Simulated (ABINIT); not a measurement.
# WS2 (Tungstenite): a self-consistent loop beyond G0W0, cycle by cycle

How far does self-consistency move the gap of WS2 (Tungstenite)?

Method: PBE and many-body steps on it, plane waves, in ABINIT 10.8.3.

## 1. The starting structure

It takes space group P6_3/mmc (No. 194, hexagonal). Conventional cell: a = 3.153 Å, b = 3.153 Å, c = 12.323 Å, α = 90.00°, β = 90.00°, γ = 120.00°. Nearest to W lie 6 S at 2.40 Å. Nearest to S lie 3 W at 2.40 Å. Farther neighbours and most contacts between anions are not listed.

The cell and positions come from the Crystallography Open Database and are kept as given unless a step says otherwise. Spin-orbit coupling is left out unless a step names it.

## 2. Empty states on the mesh, 6×6×1 mesh, 232 bands

This step: ABINIT 10.8.3; DFT, PBE, plane waves, norm-conserving pseudopotentials.

The sums over transitions need many empty states on a uniform mesh; this step solves for them.

Contents of run.abi:

```
acell 3*1.0 Angstrom
rprim 
  3.153199999992 0.000000000002 0.000000000000
  -1.576599999998 2.730751303206 0.000000000000
  0.000000000000 0.000000000000 12.323000000000
ntypat 2
znucl 74 16
natom 6
typat 1 1 2 2 2 2
xred 
  0.333333333333 0.666666666667 0.250000000000
  0.666666666667 0.333333333333 0.750000000000
  0.333333333333 0.666666666667 0.622500000000
  0.666666666667 0.333333333333 0.122500000000
  0.333333333333 0.666666666667 0.877500000000
  0.666666666667 0.333333333333 0.377500000000
pp_dirpath "pseudos"
pseudos "W.upf, S.upf"
ecut 31
ngkpt 6 6 1
nshiftk 1
shiftk 0 0 0
kptopt 1
chksymbreak 0
irdden 1
istwfk *1
nband 232
prtvol 0
optdriver 6
gwr_task "HDIAGO"
paral_kgb 0
occopt 1
indata_prefix "in"
outdata_prefix "out"
tmpdata_prefix "tmp"
```

The run is started by

```sh
OMP_NUM_THREADS=1 mpirun -n 8 abinit run.abi > log
```

What it wrote:

```text
.Version 10.8.3 of ABINIT. v10.8.2 released Aug 2026.

 Symmetries : space group P6_3/m m c (#194); Bravais hP (primitive hexag.)
[... echo of the input left out ...]
== DATASET  1 ==================================================================
-   mpi_nproc: 8, omp_nthreads: 1 (-1 if OMP is not activated)

--- !DatasetInfo
iteration_state: {dtset: 1, }
dimensions: {natom: 6, nkpt: 7, mband: 232, nsppol: 1, nspinor: 1, nspden: 1, mpw: 5929, }
cutoff_energies: {ecut:  31.0, pawecutdg:  -1.0, }
[...]
Indirect band gap semiconductor
 Fundamental gap:     0.981 (eV)
   VBM:     9.509 (eV) at k: [ 0.0000E+00,  0.0000E+00,  0.0000E+00]
   CBM:    10.490 (eV) at k: [ 1.6667E-01,  1.6667E-01,  0.0000E+00]
 Direct gap:         1.837 (eV) at k: [ 3.3333E-01,  3.3333E-01,  0.0000E+00]

== END DATASET(S) ==============================================================
================================================================================

 -outvars: echo values of variables after computation  --------
           etotal      0.0000000000E+00
            nband         232
             nkpt           7
          spgroup         194
 [... the other variables as echoed above ...]

 Calculation completed.
```

The job ended after 2.4 min (8 MPI ranks of Arm Neoverse V1, shared host; peak memory 14 GiB; 19 min of CPU time).

Numbers from this step:

```yaml
gap: 0.9806 eV
k_of_the_valence_top: 0, 0, 0
k_of_the_conduction_bottom: 0.1667, 0.1667, 0
least_direct_gap: 1.837 eV
k_points_computed: 7
lowest_point_of_the_top_converged_band_above_the_valence_top: 73.4007 eV
```

On this mesh the gap is 0.981 eV.

The density comes from a self-consistent run that is not shown.

## 3. Screening, 6×6×1 mesh, 224 bands, screening to 130.6 eV

The RPA dielectric matrix is built and inverted for each q.

This step: RPA screening on PBE, plane waves, norm-conserving pseudopotentials.

run.abi, as its differences from that of step 2:

```diff
@@ -24,10 +24,11 @@
 chksymbreak 0
-irdden 1
 istwfk *1
-nband 232
-prtvol 0
-optdriver 6
-gwr_task "HDIAGO"
-paral_kgb 0
 occopt 1
+irdwfk 1
+optdriver 3
+nband 224
+ecuteps 4.8
+inclvkb 2
+awtr 1
+symchi 1
 indata_prefix "in"
```

What it wrote:

```text
.Version 10.8.3 of ABINIT. v10.8.2 released Aug 2026.

 Symmetries : space group P6_3/m m c (#194); Bravais hP (primitive hexag.)
[... echo of the input left out ...]
== DATASET  1 ==================================================================
-   mpi_nproc: 8, omp_nthreads: 1 (-1 if OMP is not activated)

--- !DatasetInfo
iteration_state: {dtset: 1, }
dimensions: {natom: 6, nkpt: 7, mband: 224, nsppol: 1, nspinor: 1, nspden: 1, mpw: 5929, }
cutoff_energies: {ecut:  31.0, pawecutdg:  -1.0, }
electrons: {nelect:   5.20000000E+01, charge:   0.00000000E+00, occopt:   1.00000000E+00, tsmear:   1.00000000E-02, }

 SCREENING: Calculation of the susceptibility and dielectric matrices

 Based on a program developped by R.W. Godby, V. Olevano, G. Onida, and L. Reining.
 Incorporated in ABINIT by V. Olevano, G.-M. Rignanese, and M. Torrent.
.Using double precision arithmetic ; gwpc =  8

[... cell and pseudopotentials left out ...]
--------------------------------------------------------------------------------

 ==== K-mesh for the wavefunctions ====
 Number of points in the irreducible wedge :     7
[... list of points left out ...]
 Together with 24 symmetry operations and time-reversal symmetry
 yields    36 points in the full Brillouin Zone.

 ==== Q-mesh for the screening function ====
 Number of points in the irreducible wedge :     7
[... list of points left out ...]
 Together with 24 symmetry operations and time-reversal symmetry
 yields    36 points in the full Brillouin Zone.

 setmesh: FFT mesh size selected  =    20x   20x   90
          total number of points  =        36000

 vcoul_init : cutoff-mode = AUXILIARY_FUNCTION
 q-points for optical limit:   1
     1)      0.000010    0.000020    0.000030

- screening: taking advantage of time-reversal symmetry
- Maximum band index for partially occupied states nbvw = 26
- Remaining bands to be divided among processors   nbcw = 198
- Number of bands treated by each node ~24

 Number of electrons calculated from density =   52.0000; Expected =   52.0000
 average of density, n =  0.072620
 r_s =    1.4869
 omega_plasma =   25.9946 [eV]

 calculating chi0 at frequencies [eV] :
  1    0.000000E+00    0.000000E+00
  2    0.000000E+00    2.599465E+01

--------------------------------------------------------------------------------
  q-point number  1        q = ( 0.000000, 0.000000, 0.000000) [r.l.u.]
--------------------------------------------------------------------------------
[... chi0 elements left out ...]
 For q-point:  0.000010 0.000020 0.000030
  dielectric constant =  13.5656
  dielectric constant without local fields =  15.0811

  Average fulfillment of the sum rule on Im[epsilon] for q-point    1 :     87.66  [%]
[... wings left out ...]
  q-point number  2        q = ( 0.166667, 0.000000, 0.000000) [r.l.u.]
--------------------------------------------------------------------------------
[... chi0 elements left out ...]
  Average fulfillment of the sum rule on Im[epsilon] for q-point    2 :     89.56  [%]

 [... 5 further q-points ...]
```

Elapsed: 1.8 min, on 8 MPI ranks; peak memory 3 GiB.

Numbers from this step:

| Item | Value |
| --- | --- |
| ε∞ with local fields, on this mesh, along the program's q direction | 13.57 |
| the same without local fields | 15.08 |
| plasma frequency | 25.99 eV |
| plane waves in the screening matrix | 341 |

Local fields lower ε∞ by 10 %. On a Γ-centred mesh this coarse the value itself is usually too large, while a short band sum pulls it down.

## 4. G0W0

The self-energy is evaluated for the states that the input lists, and the levels follow from it, in one-shot runs by the linearised quasiparticle equation.

This step: G0W0 on PBE, plane waves, norm-conserving pseudopotentials.

run.abi, as its differences from that of step 3:

```diff
@@ -27,8 +27,19 @@
 irdwfk 1
-optdriver 3
+optdriver 4
 nband 224
+gwcalctyp 0
+ecutsigx 31
+symsigma 1
+nkptgw 3
+kptgw 
+  0.0000000000 0.0000000000 0.0000000000
+  0.1666666667 0.1666666667 0.0000000000
+  0.3333333333 0.3333333333 0.0000000000
+bdgw 
+  25 28
+  25 28
+  25 28
 ecuteps 4.8
-inclvkb 2
-awtr 1
-symchi 1
+irdscr 1
+ppmodel 1
 indata_prefix "in"
```

What it wrote:

```text
.Version 10.8.3 of ABINIT. v10.8.2 released Aug 2026.

 Symmetries : space group P6_3/m m c (#194); Bravais hP (primitive hexag.)
[... echo of the input left out ...]
== DATASET  1 ==================================================================
-   mpi_nproc: 8, omp_nthreads: 1 (-1 if OMP is not activated)

--- !DatasetInfo
iteration_state: {dtset: 1, }
dimensions: {natom: 6, nkpt: 7, mband: 224, nsppol: 1, nspinor: 1, nspden: 1, mpw: 5929, }
cutoff_energies: {ecut:  31.0, pawecutdg:  -1.0, }
electrons: {nelect:   5.20000000E+01, charge:   0.00000000E+00, occopt:   1.00000000E+00, tsmear:   1.00000000E-02, }

 SIGMA: Calculation of the GW corrections

 Based on a program developped by R.W. Godby, V. Olevano, G. Onida, and L. Reining.
 Incorporated in ABINIT by V. Olevano, G.-M. Rignanese, and M. Torrent.
.Using double precision arithmetic ; gwpc =  8

[... cell and pseudopotentials left out ...]
--------------------------------------------------------------------------------

 ==== K-mesh for the wavefunctions ====
 Number of points in the irreducible wedge :     7
[... list of points left out ...]
 Together with 24 symmetry operations and time-reversal symmetry
 yields    36 points in the full Brillouin Zone.

 ==== Q-mesh for screening function ====
 Number of points in the irreducible wedge :     7
[... list of points left out ...]
 Together with 24 symmetry operations and time-reversal symmetry
 yields    36 points in the full Brillouin Zone.

 vcoul_init : cutoff-mode = AUXILIARY_FUNCTION
 q-points for optical limit:   1
     1)      0.000010    0.000020    0.000030
 setmesh: FFT mesh size selected  =    25x   25x  120
          total number of points  =        75000

 Number of electrons calculated from density =   52.0000; Expected =   52.0000
 average of density, n =  0.072620
 r_s =    1.4869
 omega_plasma =   25.9946 [eV]

 === KS Band Gaps ===
  >>>> For spin  1
   Minimum direct gap =   1.8369 [eV], located at k-point      :   0.3333  0.3333  0.0000
   Fundamental gap    =   0.9806 [eV], Top of valence bands at :   0.0000  0.0000  0.0000
                                       Bottom of conduction at :   0.1667  0.1667  0.0000
 SIGMA fundamental parameters:
 PLASMON POLE MODEL  1
 number of plane-waves for SigmaX                 5885
 number of plane-waves for SigmaC and W            341
 number of plane-waves for wavefunctions          5885
 number of bands                                   224
 number of independent spin polarizations            1
 number of spinorial components                      1
 number of k-points in IBZ                           7
 number of q-points in IBZ                           7
 number of symmetry operations                      24
 number of k-points in BZ                           36
 number of q-points in BZ                           36
 number of frequencies for dSigma/dE                 9
 frequency step for dSigma/dE [eV]                0.25
 number of omega for Sigma on real axis              0
 max omega for Sigma on real axis  [eV]           0.00
 zcut for avoiding poles [eV]                     0.10

 EPSILON^-1 parameters (SCR file):
 dimension of the eps^-1 matrix on file            341
 dimension of the eps^-1 matrix used               341
 number of plane-waves for wavefunctions          5885
 number of bands                                   224
 number of q-points in IBZ                           7
 number of frequencies                               2
 number of real frequencies                          1
 number of imag frequencies                          1

 matrix elements of self-energy operator (all in [eV])

 Perturbative Calculation

--- !SelfEnergy_ee
iteration_state: {dtset: 1, }
kpoint     : [   0.000,    0.000,    0.000, ]
spin       : 1
KS_gap     :    2.311
QP_gap     :    2.748
Delta_QP_KS:    0.438
data: !SigmaeeData |
     Band     E0 <VxcDFT>   SigX SigC(E0)      Z dSigC/dE  Sig(E)    E-E0       E
       25   8.288 -14.458 -15.573   1.100   0.789  -0.268 -14.469  -0.012   8.276
       26   9.509 -15.590 -16.105   0.620   0.786  -0.272 -15.507   0.082   9.591
       27  11.820 -15.225 -10.553  -4.013   0.789  -0.267 -14.705   0.520  12.340
       28  11.820 -15.225 -10.553  -4.013   0.789  -0.267 -14.705   0.520  12.340

--- !SelfEnergy_ee
iteration_state: {dtset: 1, }
kpoint     : [   0.167,    0.167,    0.000, ]
spin       : 1
KS_gap     :    2.486
QP_gap     :    2.846
Delta_QP_KS:    0.361
data: !SigmaeeData |
     Band     E0 <VxcDFT>   SigX SigC(E0)      Z dSigC/dE  Sig(E)    E-E0       E
       25   7.976 -15.191 -16.569   1.387   0.785  -0.274 -15.184   0.007   7.983
       26   8.004 -15.258 -16.559   1.349   0.784  -0.275 -15.220   0.038   8.042
[...]
--- !SelfEnergy_ee
iteration_state: {dtset: 1, }
kpoint     : [   0.333,    0.333,    0.000, ]
spin       : 1
KS_gap     :    1.837
QP_gap     :    2.408
Delta_QP_KS:    0.571
data: !SigmaeeData |
     Band     E0 <VxcDFT>   SigX SigC(E0)      Z dSigC/dE  Sig(E)    E-E0       E
[...]
26   8.977 -15.421 -15.957   0.647   0.789  -0.268 -15.334   0.087   9.064
       27  10.814 -16.363 -11.961  -3.570   0.790  -0.265 -15.705   0.658  11.472
       28  10.814 -16.363 -11.961  -3.570   0.790  -0.265 -15.705   0.658  11.472

== END DATASET(S) ==============================================================
================================================================================

 -outvars: echo values of variables after computation  --------
           etotal      0.0000000000E+00
            nband         224
             nkpt           7
          spgroup         194
 [... the other variables as echoed above ...]

 Calculation completed.
```

Wall time 30 s (8 MPI ranks); peak memory 2.1 GiB; 3.9 min of CPU time.

Numbers from this step:

| Property | Result |
| --- | --- |
| G0W0 gap on the points computed | 1.297 eV |
| starting gap on the mesh | 0.9806 eV |
| k of the valence top | 0, 0, 0 |
| k of the conduction bottom | 0.1667, 0.1667, 0 |
| Z at the valence top | 0.786 |
| Z at the conduction bottom | 0.795 |
| least direct G0W0 gap on the computed points | 2.408 eV |

The gap on the mesh goes from 0.98 eV to 1.30 eV, a correction of +0.32 eV.

## 5. evGW0, cycle 1

This step: evGW0 on PBE, plane waves, norm-conserving pseudopotentials.

run.abi, as its differences from that of step 4:

```diff
@@ -29,14 +29,22 @@
 nband 224
-gwcalctyp 0
+gwcalctyp 10
 ecutsigx 31
 symsigma 1
-nkptgw 3
+nkptgw 7
 kptgw 
   0.0000000000 0.0000000000 0.0000000000
+  0.1666666667 0.0000000000 0.0000000000
+  0.3333333333 0.0000000000 0.0000000000
+  0.5000000000 0.0000000000 0.0000000000
   0.1666666667 0.1666666667 0.0000000000
+  0.3333333333 0.1666666667 0.0000000000
   0.3333333333 0.3333333333 0.0000000000
 bdgw 
-  25 28
-  25 28
-  25 28
+  13 32
+  13 32
+  13 32
+  13 32
+  13 32
+  13 32
+  13 32
 ecuteps 4.8
```

What it wrote:

```text
.Version 10.8.3 of ABINIT. v10.8.2 released Aug 2026.

 Symmetries : space group P6_3/m m c (#194); Bravais hP (primitive hexag.)
[... echo of the input left out ...]
== DATASET  1 ==================================================================
-   mpi_nproc: 8, omp_nthreads: 1 (-1 if OMP is not activated)

--- !DatasetInfo
iteration_state: {dtset: 1, }
dimensions: {natom: 6, nkpt: 7, mband: 224, nsppol: 1, nspinor: 1, nspden: 1, mpw: 5929, }
cutoff_energies: {ecut:  31.0, pawecutdg:  -1.0, }
electrons: {nelect:   5.20000000E+01, charge:   0.00000000E+00, occopt:   1.00000000E+00, tsmear:   1.00000000E-02, }

 SIGMA: Calculation of the GW corrections

 Based on a program developped by R.W. Godby, V. Olevano, G. Onida, and L. Reining.
 Incorporated in ABINIT by V. Olevano, G.-M. Rignanese, and M. Torrent.
.Using double precision arithmetic ; gwpc =  8

[... cell and pseudopotentials left out ...]
--------------------------------------------------------------------------------

 ==== K-mesh for the wavefunctions ====
 Number of points in the irreducible wedge :     7
[... list of points left out ...]
 Together with 24 symmetry operations and time-reversal symmetry
 yields    36 points in the full Brillouin Zone.

 ==== Q-mesh for screening function ====
 Number of points in the irreducible wedge :     7
[... list of points left out ...]
 Together with 24 symmetry operations and time-reversal symmetry
 yields    36 points in the full Brillouin Zone.

 vcoul_init : cutoff-mode = AUXILIARY_FUNCTION
 q-points for optical limit:   1
     1)      0.000010    0.000020    0.000030
 setmesh: FFT mesh size selected  =    25x   25x  120
          total number of points  =        75000

 Number of electrons calculated from density =   52.0000; Expected =   52.0000
[...]
Band     E_DFT   <VxcDFT>   E(N-1)  <Hhartree>   SigX  SigC[E(N-1)]    Z     dSigC/dE  Sig[E(N)]  DeltaE  E(N)_pert E(N)_diago
[...]
--- !SelfEnergy_ee
iteration_state: {dtset: 1, }
kpoint     : [   0.333,    0.333,    0.000, ]
spin       : 1
KS_gap     :    1.837
QP_gap     :    2.408
Delta_QP_KS:    0.571
data: !SigmaeeData |
     Band     E_DFT   <VxcDFT>   E(N-1)  <Hhartree>   SigX  SigC[E(N-1)]    Z     dSigC/dE  Sig[E(N)]  DeltaE  E(N)_pert E(N)_diago
[...]
31    12.854   -15.901    12.854    28.754   -10.432    -4.672     0.785    -0.274   -15.275     0.626    13.479    13.651
       32    12.854   -15.901    12.854    28.754   -10.432    -4.672     0.785    -0.274   -15.275     0.626    13.479    13.651

 New Fermi energy :        3.786033E-01 Ha ,    1.030232E+01 eV

 === QP Band Gaps ===
  >>>> For spin  1
   Minimum direct gap =   2.5595 [eV], located at k-point      :   0.3333  0.3333  0.0000
   Fundamental gap    =   1.3775 [eV], Top of valence bands at :   0.0000  0.0000  0.0000
                                       Bottom of conduction at :   0.1667  0.1667  0.0000

 writing QP data on file : out_QPS

 Convergence of QP corrections
 >>>>> For spin  1 <<<<<
.  kptgw no:  1; Maximum DeltaE = (   0.000   0.000) for band index:  3
.  kptgw no:  2; Maximum DeltaE = (  -0.144   0.000) for band index: 20
.  kptgw no:  3; Maximum DeltaE = (  -0.463   0.001) for band index: 17
.  kptgw no:  4; Maximum DeltaE = (  -0.528  -0.003) for band index: 15
.  kptgw no:  5; Maximum DeltaE = (  -0.287  -0.001) for band index: 20
.  kptgw no:  6; Maximum DeltaE = (  -0.360   0.001) for band index: 18
.  kptgw no:  7; Maximum DeltaE = (  -0.502  -0.001) for band index: 18

== END DATASET(S) ==============================================================
================================================================================

 -outvars: echo values of variables after computation  --------
           etotal      0.0000000000E+00
            nband         224
             nkpt           7
          spgroup         194
 [... the other variables as echoed above ...]

 Calculation completed.
```

The job ended after 7.2 min (8 MPI ranks; peak memory 3.3 GiB; 58 min of CPU time).

This step gave:

| Item | Value |
| --- | --- |
| quasiparticle gap on the mesh | 1.377 eV |
| gap of the density functional on the mesh | 0.9806 eV |
| k of the valence top | 0, 0, 0 |
| k of the conduction bottom | 0.1667, 0.1667, 0 |
| Z at the valence top | 0.786 |
| Z at the conduction bottom | 0.795 |
| least direct quasiparticle gap on the computed points | 2.560 eV |

Against G0W0 in ABINIT (6×6×1 mesh, 224 bands, screening to 130.6 eV, Godby-Needs plasmon pole), the gap moves by +0.080 eV. This first cycle still uses the starting levels; it takes the full correction, at all points of the mesh, and its linearised value is 1.297 eV.

## 6. evGW0, cycle 2

The corrected levels of the last cycle go back in.

run.abi, as its differences from that of step 5:

```diff
@@ -52,2 +52,3 @@
 ppmodel 1
+irdqps 1
 indata_prefix "in"
```

What it wrote:

```text
.Version 10.8.3 of ABINIT. v10.8.2 released Aug 2026.

 Symmetries : space group P6_3/m m c (#194); Bravais hP (primitive hexag.)
[... echo of the input left out ...]
== DATASET  1 ==================================================================
-   mpi_nproc: 8, omp_nthreads: 1 (-1 if OMP is not activated)

--- !DatasetInfo
iteration_state: {dtset: 1, }
dimensions: {natom: 6, nkpt: 7, mband: 224, nsppol: 1, nspinor: 1, nspden: 1, mpw: 5929, }
cutoff_energies: {ecut:  31.0, pawecutdg:  -1.0, }
[...]
.  kptgw no:  5; Maximum DeltaE = (   0.023  -0.000) for band index: 20
.  kptgw no:  6; Maximum DeltaE = (   0.043  -0.000) for band index: 20
.  kptgw no:  7; Maximum DeltaE = (   0.068  -0.000) for band index: 18

== END DATASET(S) ==============================================================
================================================================================

 -outvars: echo values of variables after computation  --------
           etotal      0.0000000000E+00
            nband         224
             nkpt           7
          spgroup         194
 [... the other variables as echoed above ...]

 Calculation completed.
```

It took 7.2 min on 8 MPI ranks; peak memory 3.3 GiB.

Numbers from this step:

```yaml
quasiparticle_gap_on_the_mesh: 1.325 eV
gap_of_the_density_functional_on_the_mesh: 0.9806 eV
k_of_the_valence_top: 0, 0, 0
k_of_the_conduction_bottom: 0.1667, 0.1667, 0
least_direct_quasiparticle_gap_on_the_computed_points: 2.446 eV
```

Against the cycle before, the gap moves by −0.052 eV.

(Continued in part 2 of 2.)

[Paths, hosts, dates, memory and timing lines, banners, echoed tables and standing remarks are left out of the program output.]

[Logs are printed without paths, hosts, clocks, repeated set-up lines and the standing remarks that a program may print on its own settings, such as how far it seeks lower states.]

[Runs of the session that timed out or met a known fault of the program may be left out.]

[Hosts, paths, dates, database ids (printed as entryN), source tags and the programs' standing remarks are cut or masked in the printed files.]

[G0W0 gaps are taken among the corrected bands and points alone; a level outside them can change the order at an edge.]

[Where Ansatz stands beside ABINIT at settings called matched, ABINIT's density can come from a denser mesh and the files from another edition; pairs whose starting gaps differed by over 0.03 eV were left out, so agreement reads better than it is.]
